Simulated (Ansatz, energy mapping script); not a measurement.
# Spin model of MnS from collinear orders

How strongly do the moments of MnS couple under PBE+U (7 eV)? The plan is to run several orders and fit a Heisenberg model.

Program: Ansatz 0.2.0. Level of theory: PBE with U = 7 eV on Mn d, ortho-atomic projectors; plane waves, U on orthogonalised atomic orbitals unless named otherwise, collinear spin, no spin–orbit coupling. Results are calculated unless marked as measured.

**What experiment says.**

“Single-Crystal and Powder Neutron Diffraction Study of FeXMn1-XS Solid Solutions” (2011, arxiv:1108.4537) reports for MnS, rock salt, by neutron diffraction (x = 0): ordering temperature (Neel temperature) 150 K.

Most raw output is cut from this account.

The database entry behind the starting cell differs from later determinations by our own check (an axis about 0.2 % short against later determinations), so it need not match the best structure at ambient conditions.

## (1) The structure

The structure is cubic, space group Fm-3m (No. 225). The conventional cell has a = 5.209 Å, b = 5.209 Å, c = 5.209 Å, α = 90.00°, β = 90.00°, γ = 90.00°. Nearest to Mn lie 6 S at 2.60 Å. Nearest to S lie 6 Mn at 2.60 Å. Farther neighbours and most contacts between anions are not listed.

The U corrects the self-interaction that lets semilocal functionals spread d and f electrons too far. Its value here is typed, not computed.

## (2) One set of occupation matrices for all orders

A corrected shell can settle in several orbital fillings. One parallel run, with an occupation width a fifth wider than the orders use, therefore is to supply the occupation matrices. All orders start from them.

input.yaml

```yaml
crystal:
  lattice:
    - [0.0, 2.6045, 2.6045]
    - [2.6045, 0.0, 2.6045]
    - [2.6045, 2.6045, 0.0]
  atoms:
    - { symbol: Mn, position: [0.0, 0.0, 0.0], spin: 4.5 }
    - { symbol: S, position: [0.5, 0.5, 0.5] }
magnetization:
  spin_polarized: true
kpoints:
  mp_grid: { grid: [9, 9, 9] }
hamiltonian:
  xc: pbe
  hubbard:
    sites: [{ species: Mn, l: d, u_eff: 7.0 }]
    projectors: ortho-atomic
scf:
  occupations: { method: fermi_dirac, width: 0.06 }
output:
  eigenvalues: true
```

Started as:

```console
$ ansatz run input.yaml --threads 4 --pin off --max-ram 8192MiB --backend cpu --events-out ev --progress --plain --runs-dir out
```

Run time: 1.2 s. Hardware: 4 threads of Arm Neoverse V1, shared host; peak memory 0.31 GiB; 3.4 s of CPU time.

This step gave:

```yaml
final_state: ferromagnetic
electrons_in_the_corrected_shells: 5.201 e
largest_moment: 4.572 μB
```

## (3) Parallel start in cell A (4 atoms)

The parallel order is the zero of energy for this cell and mesh.

input.yaml

```yaml
crystal:
  lattice:
    - [0.0, -2.6045, -2.6045]
    - [-2.6045, 0.0, -2.6045]
    - [2.6045, 2.6045, -5.209]
  atoms:
    - { symbol: Mn, position: [0.5, 0.5, 0.5], spin: 4.5 }
    - { symbol: Mn, position: [0.0, 0.0, 0.0], spin: 4.5 }
    - { symbol: S, position: [0.75, 0.75, 0.75] }
    - { symbol: S, position: [0.25, 0.25, 0.25] }
magnetization:
  spin_polarized: true
kpoints:
  mp_grid: { grid: [9, 9, 9] }
hamiltonian:
  xc: pbe
  hubbard:
    sites:
      - { species: Mn, l: d, u_eff: 7.0 }
      - { site: 0, l: d, u_eff: 7.0, starting_ns: [{ spin: up, occupation_matrix: mn1_major }, { spin: down, occupation_matrix: mn1_minor }] }
      - { site: 1, l: d, u_eff: 7.0, starting_ns: [{ spin: up, occupation_matrix: mn1_major }, { spin: down, occupation_matrix: mn1_minor }] }
    projectors: ortho-atomic
    occupation_matrices:
      mn1_major:
        matrix:
          - [0.994, 0.0, 0.0, 0.0, 0.0]
          - [0.0, 0.999, 0.0, 0.0, 0.0]
          - [0.0, 0.0, 0.999, 0.0, 0.0]
          - [0.0, 0.0, 0.0, 0.994, 0.0]
          - [0.0, 0.0, 0.0, 0.0, 0.999]
      mn1_minor:
        matrix:
          - [0.082, 0.0, 0.0, 0.0, 0.0]
          - [0.0, 0.018, 0.0, 0.0, 0.0]
          - [0.0, 0.0, 0.018, 0.0, 0.0]
          - [0.0, 0.0, 0.0, 0.082, 0.0]
          - [0.0, 0.0, 0.0, 0.0, 0.018]
scf:
  occupations: { method: fermi_dirac, width: 0.05 }
output:
  eigenvalues: true
```

The job ended after 6.8 s (4 threads; peak memory 0.58 GiB).

Spin moment in the sphere by atom:

| atom | spin moment in the sphere (μB) |
| --- | --- |
| Mn1 | 4.57 |
| Mn2 | 4.57 |
| S3 | 0.05 |
| S4 | 0.05 |

The run ends ferromagnetic.

## (4) Compensated +− start in cell A (4 atoms)

This order reverses 6 of the 12 neighbours at 3.68 Å, 6 of the 6 neighbours at 5.21 Å and 12 of the 24 neighbours at 6.38 Å, counted for an average magnetic atom.

Edit input.yaml of step 3 so:

```diff
@@ -7,3 +7,3 @@
     - { symbol: Mn, position: [0.5, 0.5, 0.5], spin: 4.5 }
-    - { symbol: Mn, position: [0.0, 0.0, 0.0], spin: 4.5 }
+    - { symbol: Mn, position: [0.0, 0.0, 0.0], spin: -4.5 }
     - { symbol: S, position: [0.75, 0.75, 0.75] }
@@ -20,3 +20,3 @@
       - { site: 0, l: d, u_eff: 7.0, starting_ns: [{ spin: up, occupation_matrix: mn1_major }, { spin: down, occupation_matrix: mn1_minor }] }
-      - { site: 1, l: d, u_eff: 7.0, starting_ns: [{ spin: up, occupation_matrix: mn1_major }, { spin: down, occupation_matrix: mn1_minor }] }
+      - { site: 1, l: d, u_eff: 7.0, starting_ns: [{ spin: up, occupation_matrix: mn1_minor }, { spin: down, occupation_matrix: mn1_major }] }
     projectors: ortho-atomic
```

Wall time 6.8 s (4 threads); peak memory 0.6 GiB.

Spin moment in the sphere by atom:

| atom | spin moment in the sphere (μB) |
| --- | --- |
| Mn1 | 4.52 |
| Mn2 | -4.52 |
| S3 | 0.00 |
| S4 | 0.00 |

The run ends antiferromagnetic, 17.32 meV a magnetic atom below the parallel order of its cell.

## (5) Order 3: parallel, cell B of 4 atoms

A new cell needs its own zero of energy.

This run holds the same structure in another cell (c 6.380 → 5.209 Å, α 73.2 → 90.0°, β 73.2 → 90.0°, γ 60.0 → 90.0°).

input.yaml

```yaml
crystal:
  lattice:
    - [0.0, -2.6045, -2.6045]
    - [0.0, 2.6045, -2.6045]
    - [5.209, 0.0, 0.0]
  atoms:
    - { symbol: Mn, position: [0.5, 0.5, 0.5], spin: 4.5 }
    - { symbol: Mn, position: [0.0, 0.0, 0.0], spin: 4.5 }
    - { symbol: S, position: [0.5, 0.5, 0.0] }
    - { symbol: S, position: [0.0, 0.0, 0.5] }
magnetization:
  spin_polarized: true
kpoints:
  mp_grid: { grid: [8, 8, 6] }
hamiltonian:
  xc: pbe
  hubbard:
    sites:
      - { species: Mn, l: d, u_eff: 7.0 }
      - { site: 0, l: d, u_eff: 7.0, starting_ns: [{ spin: up, occupation_matrix: mn1_major }, { spin: down, occupation_matrix: mn1_minor }] }
      - { site: 1, l: d, u_eff: 7.0, starting_ns: [{ spin: up, occupation_matrix: mn1_major }, { spin: down, occupation_matrix: mn1_minor }] }
    projectors: ortho-atomic
    occupation_matrices:
      mn1_major:
        matrix:
          - [0.994, 0.0, 0.0, 0.0, 0.0]
          - [0.0, 0.999, 0.0, 0.0, 0.0]
          - [0.0, 0.0, 0.999, 0.0, 0.0]
          - [0.0, 0.0, 0.0, 0.994, 0.0]
          - [0.0, 0.0, 0.0, 0.0, 0.999]
      mn1_minor:
        matrix:
          - [0.082, 0.0, 0.0, 0.0, 0.0]
          - [0.0, 0.018, 0.0, 0.0, 0.0]
          - [0.0, 0.0, 0.018, 0.0, 0.0]
          - [0.0, 0.0, 0.0, 0.082, 0.0]
          - [0.0, 0.0, 0.0, 0.0, 0.018]
scf:
  occupations: { method: fermi_dirac, width: 0.05 }
output:
  eigenvalues: true
```

Run time: 4.8 s. Hardware: 4 threads; peak memory 0.51 GiB; 18 s of CPU time.

The run ends ferromagnetic. For each magnetic atom its energy differs from the parallel run of the first cell by 0.09 meV, an error that one common reference would have brought in.

## (6) Order 4: compensated +−, cell B of 4 atoms

This order reverses 8 of the 12 neighbours at 3.68 Å, 0 of the 6 neighbours at 5.21 Å and 16 of the 24 neighbours at 6.38 Å, counted for an average magnetic atom.

Edit input.yaml of step 5 so:

```diff
@@ -7,3 +7,3 @@
     - { symbol: Mn, position: [0.5, 0.5, 0.5], spin: 4.5 }
-    - { symbol: Mn, position: [0.0, 0.0, 0.0], spin: 4.5 }
+    - { symbol: Mn, position: [0.0, 0.0, 0.0], spin: -4.5 }
     - { symbol: S, position: [0.5, 0.5, 0.0] }
@@ -20,3 +20,3 @@
       - { site: 0, l: d, u_eff: 7.0, starting_ns: [{ spin: up, occupation_matrix: mn1_major }, { spin: down, occupation_matrix: mn1_minor }] }
-      - { site: 1, l: d, u_eff: 7.0, starting_ns: [{ spin: up, occupation_matrix: mn1_major }, { spin: down, occupation_matrix: mn1_minor }] }
+      - { site: 1, l: d, u_eff: 7.0, starting_ns: [{ spin: up, occupation_matrix: mn1_minor }, { spin: down, occupation_matrix: mn1_major }] }
     projectors: ortho-atomic
```

It took 4.7 s on 4 threads; peak memory 0.52 GiB.

The run ends antiferromagnetic, 9.83 meV a magnetic atom below the parallel order of its cell.

## (7) Run 5 (parallel; cell C, 6 atoms)

input.yaml

```yaml
crystal:
  lattice:
    - [0.0, 2.6045, 2.6045]
    - [-2.6045, 0.0, -2.6045]
    - [-5.209, -5.209, 5.209]
  atoms:
    - { symbol: Mn, position: [0.0, 0.0, 0.0], spin: 4.5 }
    - { symbol: Mn, position: [0.333333333, 0.666666667, 0.666666667], spin: 4.5 }
    - { symbol: Mn, position: [0.666666667, 0.333333333, 0.333333333], spin: 4.5 }
    - { symbol: S, position: [0.666666667, 0.333333333, 0.833333333] }
    - { symbol: S, position: [0.0, 0.0, 0.5] }
    - { symbol: S, position: [0.333333333, 0.666666667, 0.166666667] }
magnetization:
  spin_polarized: true
kpoints:
  mp_grid: { grid: [9, 9, 3] }
hamiltonian:
  xc: pbe
  hubbard:
    sites:
      - { species: Mn, l: d, u_eff: 7.0 }
      - { site: 0, l: d, u_eff: 7.0, starting_ns: [{ spin: up, occupation_matrix: mn1_major }, { spin: down, occupation_matrix: mn1_minor }] }
      - { site: 1, l: d, u_eff: 7.0, starting_ns: [{ spin: up, occupation_matrix: mn1_major }, { spin: down, occupation_matrix: mn1_minor }] }
      - { site: 2, l: d, u_eff: 7.0, starting_ns: [{ spin: up, occupation_matrix: mn1_major }, { spin: down, occupation_matrix: mn1_minor }] }
    projectors: ortho-atomic
    occupation_matrices:
      mn1_major:
        matrix:
          - [0.994, 0.0, 0.0, 0.0, 0.0]
          - [0.0, 0.999, 0.0, 0.0, 0.0]
          - [0.0, 0.0, 0.999, 0.0, 0.0]
          - [0.0, 0.0, 0.0, 0.994, 0.0]
          - [0.0, 0.0, 0.0, 0.0, 0.999]
      mn1_minor:
        matrix:
          - [0.082, 0.0, 0.0, 0.0, 0.0]
          - [0.0, 0.018, 0.0, 0.0, 0.0]
          - [0.0, 0.0, 0.018, 0.0, 0.0]
          - [0.0, 0.0, 0.0, 0.082, 0.0]
          - [0.0, 0.0, 0.0, 0.0, 0.018]
scf:
  occupations: { method: fermi_dirac, width: 0.05 }
output:
  eigenvalues: true
```

Wall time 6.2 s (4 threads); peak memory 0.58 GiB.

The run ends ferromagnetic. For each magnetic atom its energy differs from the parallel run of the first cell by 0.02 meV, an error that one common reference would have brought in.

## (8) Run 6 (uncompensated ++−; cell C, 6 atoms)

This order reverses 4 of the 12 neighbours at 3.68 Å, 4 of the 6 neighbours at 5.21 Å and 12 of the 24 neighbours at 6.38 Å, counted for an average magnetic atom.

Edit input.yaml of step 7 so:

```diff
@@ -8,3 +8,3 @@
     - { symbol: Mn, position: [0.333333333, 0.666666667, 0.666666667], spin: 4.5 }
-    - { symbol: Mn, position: [0.666666667, 0.333333333, 0.333333333], spin: 4.5 }
+    - { symbol: Mn, position: [0.666666667, 0.333333333, 0.333333333], spin: -4.5 }
     - { symbol: S, position: [0.666666667, 0.333333333, 0.833333333] }
@@ -23,3 +23,3 @@
       - { site: 1, l: d, u_eff: 7.0, starting_ns: [{ spin: up, occupation_matrix: mn1_major }, { spin: down, occupation_matrix: mn1_minor }] }
-      - { site: 2, l: d, u_eff: 7.0, starting_ns: [{ spin: up, occupation_matrix: mn1_major }, { spin: down, occupation_matrix: mn1_minor }] }
+      - { site: 2, l: d, u_eff: 7.0, starting_ns: [{ spin: up, occupation_matrix: mn1_minor }, { spin: down, occupation_matrix: mn1_major }] }
     projectors: ortho-atomic
```

Wall time 6.2 s (4 threads); peak memory 0.6 GiB; 24 s of CPU time.

The run ends ferrimagnetic, 14.64 meV a magnetic atom below the parallel order of its cell.

## (9) Run 7 (parallel; cell D, 6 atoms)

This run holds the same structure in another cell (b 3.683 → 5.209 Å, c 9.022 → 6.380 Å, α 90.0 → 114.1°, β 90.0 → 106.8°, γ 120.0 → 90.0°).

input.yaml

```yaml
crystal:
  lattice:
    - [0.0, -2.6045, -2.6045]
    - [-5.209, 0.0, 0.0]
    - [2.6045, 5.209, -2.6045]
  atoms:
    - { symbol: Mn, position: [0.666666667, 0.666666667, 0.333333333], spin: 4.5 }
    - { symbol: Mn, position: [0.333333333, 0.333333333, 0.666666667], spin: 4.5 }
    - { symbol: Mn, position: [0.0, 0.0, 0.0], spin: 4.5 }
    - { symbol: S, position: [0.666666667, 0.166666667, 0.333333333] }
    - { symbol: S, position: [0.333333333, 0.833333333, 0.666666667] }
    - { symbol: S, position: [0.0, 0.5, 0.0] }
magnetization:
  spin_polarized: true
kpoints:
  mp_grid: { grid: [8, 8, 8] }
hamiltonian:
  xc: pbe
  hubbard:
    sites:
      - { species: Mn, l: d, u_eff: 7.0 }
      - { site: 0, l: d, u_eff: 7.0, starting_ns: [{ spin: up, occupation_matrix: mn1_major }, { spin: down, occupation_matrix: mn1_minor }] }
      - { site: 1, l: d, u_eff: 7.0, starting_ns: [{ spin: up, occupation_matrix: mn1_major }, { spin: down, occupation_matrix: mn1_minor }] }
      - { site: 2, l: d, u_eff: 7.0, starting_ns: [{ spin: up, occupation_matrix: mn1_major }, { spin: down, occupation_matrix: mn1_minor }] }
    projectors: ortho-atomic
    occupation_matrices:
      mn1_major:
        matrix:
          - [0.994, 0.0, 0.0, 0.0, 0.0]
          - [0.0, 0.999, 0.0, 0.0, 0.0]
          - [0.0, 0.0, 0.999, 0.0, 0.0]
          - [0.0, 0.0, 0.0, 0.994, 0.0]
          - [0.0, 0.0, 0.0, 0.0, 0.999]
      mn1_minor:
        matrix:
          - [0.082, 0.0, 0.0, 0.0, 0.0]
          - [0.0, 0.018, 0.0, 0.0, 0.0]
          - [0.0, 0.0, 0.018, 0.0, 0.0]
          - [0.0, 0.0, 0.0, 0.082, 0.0]
          - [0.0, 0.0, 0.0, 0.0, 0.018]
scf:
  occupations: { method: fermi_dirac, width: 0.05 }
output:
  eigenvalues: true
```

It took 18 s on 4 threads; peak memory 0.96 GiB.

The run ends ferromagnetic. For each magnetic atom its energy differs from the parallel run of the first cell by 0.00 meV, an error that one common reference would have brought in.

## (10) Run 8 (uncompensated ++−; cell D, 6 atoms)

This order reverses 6.67 of the 12 neighbours at 3.68 Å, 2.67 of the 6 neighbours at 5.21 Å and 8 of the 24 neighbours at 6.38 Å, counted for an average magnetic atom.

Edit input.yaml of step 9 so:

```diff
@@ -8,3 +8,3 @@
     - { symbol: Mn, position: [0.333333333, 0.333333333, 0.666666667], spin: 4.5 }
-    - { symbol: Mn, position: [0.0, 0.0, 0.0], spin: 4.5 }
+    - { symbol: Mn, position: [0.0, 0.0, 0.0], spin: -4.5 }
     - { symbol: S, position: [0.666666667, 0.166666667, 0.333333333] }
@@ -23,3 +23,3 @@
       - { site: 1, l: d, u_eff: 7.0, starting_ns: [{ spin: up, occupation_matrix: mn1_major }, { spin: down, occupation_matrix: mn1_minor }] }
-      - { site: 2, l: d, u_eff: 7.0, starting_ns: [{ spin: up, occupation_matrix: mn1_major }, { spin: down, occupation_matrix: mn1_minor }] }
+      - { site: 2, l: d, u_eff: 7.0, starting_ns: [{ spin: up, occupation_matrix: mn1_minor }, { spin: down, occupation_matrix: mn1_major }] }
     projectors: ortho-atomic
```

Wall time 18 s (4 threads); peak memory 1 GiB; 69 s of CPU time.

The run ends ferrimagnetic, 14.45 meV a magnetic atom below the parallel order of its cell.

## (11) The fit

Each energy difference is a sum of couplings weighted by the pairs that the order reverses. A few near shells are fitted to the differences by least squares. Energies are those extrapolated to zero occupation width, not the free energies F.

The orders that converged (zero: parallel moments in the same cell):

| order | atoms | energy (meV a magnetic atom) | moments (μB) | moments kept as typed | opposed neighbours at 3.68, 5.21, 6.38 Å |
| --- | --- | --- | --- | --- | --- |
| parallel in cell A | 4 | 0.00 | 4.57 | yes | 0, 0, 0 |
| compensated +− in cell A | 4 | -17.32 | 4.52 | yes | 6, 6, 12 |
| parallel in cell B | 4 | 0.00 | 4.57 | yes | 0, 0, 0 |
| compensated +− in cell B | 4 | -9.83 | 4.56 | yes | 8, 0, 16 |
| parallel in cell C | 6 | 0.00 | 4.57 | yes | 0, 0, 0 |
| uncompensated ++− in cell C | 6 | -14.64 | 4.52 to 4.55 | yes | 4, 4, 12 |
| parallel in cell D | 6 | 0.00 | 4.57 | yes | 0, 0, 0 |
| uncompensated ++− in cell D | 6 | -14.45 | 4.53 to 4.55 | yes | 6.67, 2.67, 8 |

The Heisenberg fit (each pair counts twice, positive J is ferromagnetic):

| pair | distance (Å) | neighbours | J (meV) |
| --- | --- | --- | --- |
| Mn–Mn | 3.68 | 12 | -0.570 |
| Mn–Mn | 5.21 | 6 | -0.928 |
| Mn–Mn | 6.38 | 24 | -0.0416 |

Adding the shell at 7.37 Å gives -0.34, -0.83, -0.14 and -0.25 meV and a mean-field temperature of 20.5 K, an exact solve that tests nothing.

In mean field these couplings order at 43.1 K, at q = (0.50, 0.50, 0.50) in fractions of the conventional cell's reciprocal vectors, and give a Curie–Weiss temperature of -104 K.

## (12) Ordering temperature by Monte Carlo

Mean field ignores fluctuations and overstates the ordering temperature, so the model is also sampled. The heat capacity peaks where order sets in.

Classical unit spins with these couplings on 8×8×4 copies of a cell that holds the lowest order (512 spins), heat-bath sweeps, cooled from random directions, 1009 sweeps to settle and 3027 measured at each temperature, averaged over 4 runs.

| T (K) | order along the lowest pattern | net moment | heat capacity (k_B a spin) |
| --- | --- | --- | --- |
| 5.17 | 0.44 | 0.01 | 1.06 |
| 8.84 | 0.49 | 0.01 | 1.12 |
| 14.3 | 0.35 | 0.01 | 1.20 |
| 18.0 | 0.33 | 0.01 | 1.28 |
| 21.7 | 0.33 | 0.01 | 1.41 |
| 27.2 | 0.26 | 0.02 | 1.85 |
| 30.9 | 0.19 | 0.02 | 1.62 |
| 34.5 | 0.14 | 0.02 | 0.91 |
| 38.2 | 0.11 | 0.02 | 0.54 |
| 43.7 | 0.09 | 0.02 | 0.33 |
| 47.4 | 0.08 | 0.02 | 0.27 |

The smoothed heat capacity peaks at 27.9 K. The order column follows one pattern alone; equivalent domains or another pattern share the rest.

## (13) Comparison

The first set of orders, under PBE+U (1 eV), took 4.7 min of CPU time summed over its finished orders (seed run apart), these 4.5 min.

| quantity | this set | first set |
| --- | --- | --- |
| J at 3.68 Å, meV | -0.570 | -2.82 |
| J at 5.21 Å, meV | -0.928 | -9.01 |
| J at 6.38 Å, meV | -0.0416 | -0.0642 |
| ordering temperature, mean field, K | 43.1 | 418 |
| heat-capacity peak, Monte Carlo, K | 27.9 | 281 |

The coupling that led in the first set goes from -9.01 to -0.928 meV.

## (14) Outcome

* lowest order tried: compensated +− in cell A
* largest fitted value, Mn–Mn at 5.21 Å: -0.928 meV
* ordering temperature, mean field: 43.1 K
* heat-capacity peak, Monte Carlo: 27.9 K

Of the orders tried, MnS prefers the order “compensated +− in cell A” under PBE+U (7 eV), with 6 of 12 neighbours at 3.68 Å, 6 of 6 neighbours at 5.21 Å and 12 of 24 neighbours at 6.38 Å opposed. The coupling at 5.21 Å is 0.10 times that of the first set, at 0.95 times the CPU time. The largest fitted coupling is the Mn–Mn pair at 5.21 Å, antiferromagnetic at -0.93 meV, across a ligand at about 180°. It also takes up the part of reversed shells that are not fitted, so neither its size nor its rank as a single path is established. The orders also reverse pairs at 7.37 Å, which are not fitted, so the fitted values hold their part too. With 4 differences for 3 couplings the fit misses by 1.7 meV at most, which is not small: farther shells, terms beyond the Heisenberg form or the mesh can cause that. In the fitted orders moments change by up to 1.2 % against the parallel run of the same cell, so their size stays put. One more shell, at 7.37 Å, moves the mean-field temperature from 43.1 to 20.5 K, so the temperatures, and any agreement with experiment, hang on where the fit is cut. Monte Carlo puts the peak at 0.65 of the mean-field temperature, since mean field leaves out fluctuations. In tests on simple cubic and body-centred models such peaks lay 5 to 6 % under the bulk value. On cooling, the order along the one computed pattern stays at or under 0.51: the model settles in an equivalent domain, a degenerate mixture or another order. The parallel order holds 5 μB a magnetic atom, spin 2.5; the common factor (S+1)/S would raise the classical 27.9 K to 39.1 K, a correction that often overshoots. The classical value and the one scaled by (S+1)/S differ by a factor of 1.4, so closeness of either to the measured temperature is partly a matter of convention.

Computed beside measured:

| quantity | measured | PBE+U (7 eV), Monte Carlo | PBE+U (7 eV), Monte Carlo × (S+1)/S |
| --- | --- | --- | --- |
| ordering temperature (spin model) (K) | 150 | 28 (-81.4 %) | 39 (-74.0 %) |

Measured values from arxiv:1108.4537 (2011).

Verdict: The ordering temperature is off by -81.4 % at PBE+U (7 eV), Monte Carlo: a clear miss. No cell relaxation is part of this session.

[Logs and program files are shortened in this print: banners, set-up blocks, solver, clock and traceback lines can be left out without a mark of their own.]

[Logs are printed without paths, hosts, clocks, repeated set-up lines and the standing remarks that a program may print on its own settings, such as how far it seeks lower states.]

[Hosts, paths, dates, database ids (printed as entryN), source tags and the programs' standing remarks are cut or masked in the printed files.]

[Where a cell is said to come from a database of computed structures, the database is the Materials Project.]
